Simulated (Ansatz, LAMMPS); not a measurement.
**A faulty run on liquid tetrahydrofuran at 320 K (91 atoms)**

Program: Ansatz 0.2.0. The cell: 28 C, 7 O and 56 H.

Input file input.yaml:

```yaml
crystal:
  lattice:
    - [9.80193, 0.0, 0.0]
    - [0.0, 9.80193, 0.0]
    - [0.0, 0.0, 9.80193]
  atoms:
    - { symbol: C, position: [0.90257, 0.70576, 0.3774] }
    - { symbol: C, position: [0.81223, 0.79915, 0.46024] }
    - { symbol: C, position: [0.89281, 0.93097, 0.45155] }
    - { symbol: O, position: [0.03737, 0.89341, 0.44548] }
    - { symbol: C, position: [0.04586, 0.74569, 0.41109] }
    - { symbol: H, position: [0.88488, 0.71502, 0.26854] }
    - { symbol: H, position: [0.87974, 0.60166, 0.39619] }
    - { symbol: H, position: [0.78368, 0.76617, 0.56519] }
    - { symbol: H, position: [0.71823, 0.81179, 0.39715] }
    - { symbol: H, position: [0.87775, 0.00494, 0.53293] }
    - { symbol: H, position: [0.87062, 0.986, 0.3524] }
    - { symbol: H, position: [0.1129, 0.72999, 0.3213] }
    - { symbol: H, position: [0.08111, 0.6903, 0.49717] }
    - { symbol: C, position: [0.60691, 0.9133, 0.9645] }
    - { symbol: C, position: [0.50864, 0.02768, 0.02485] }
    - { symbol: C, position: [0.60824, 0.14832, 0.05079] }
    - { symbol: O, position: [0.73439, 0.0866, 0.08593] }
    - { symbol: C, position: [0.75151, 0.9891, 0.97872] }
    [... 67 atom lines left out ...]
    - { symbol: H, position: [0.40333, 0.2014, 0.59633] }
    - { symbol: H, position: [0.41833, 0.17321, 0.77475] }
    - { symbol: H, position: [0.2004, 0.36559, 0.66991] }
    - { symbol: H, position: [0.33674, 0.3922, 0.77545] }
    - { symbol: H, position: [0.13735, 0.06195, 0.88121] }
    - { symbol: H, position: [0.03825, 0.14413, 0.75446] }
kpoints:
  mp_grid: { grid: [1, 1, 1] }
hamiltonian:
  xc: revpbe
  dispersion: d3bj
scf:
  occupations: { method: tetrahedron }
  eigensolver: { kind: { support_functions: { accuracy: low } } }
  max_iter: 50
output:
  forces: true
```

The run is started by

```console
$ ansatz run input.yaml --threads 4 --pin off --max-ram 8192MiB --backend cpu --events-out ev --progress --plain --runs-dir out
```

What it wrote:

```text
Error: scf.eigensolver.kind.support_functions with scf.occupations.method: tetrahedron|tetrahedron_uncorrected — tetrahedra are not implemented on support functions; set another scf.occupations.method, or use scf.eigensolver.kind: auto
```

Elapsed: 0.03 s, on 4 threads of Arm Neoverse V1, shared host; peak memory 0.032 GiB; 0.03 s of CPU time.

Q: Name the fault and the fix.

Tetrahedra on support functions: support_functions.accuracy = "low" and scf.occupations.method = "tetrahedron".

The fix is to go back to the occupations of the reference.

The program refused it before any cycle.

[Logs are printed without paths, hosts, clocks, repeated set-up lines and the standing remarks that a program may print on its own settings, such as how far it seeks lower states.]

[Hosts, paths, dates, database ids (printed as entryN), source tags and the programs' standing remarks are cut or masked in the printed files.]
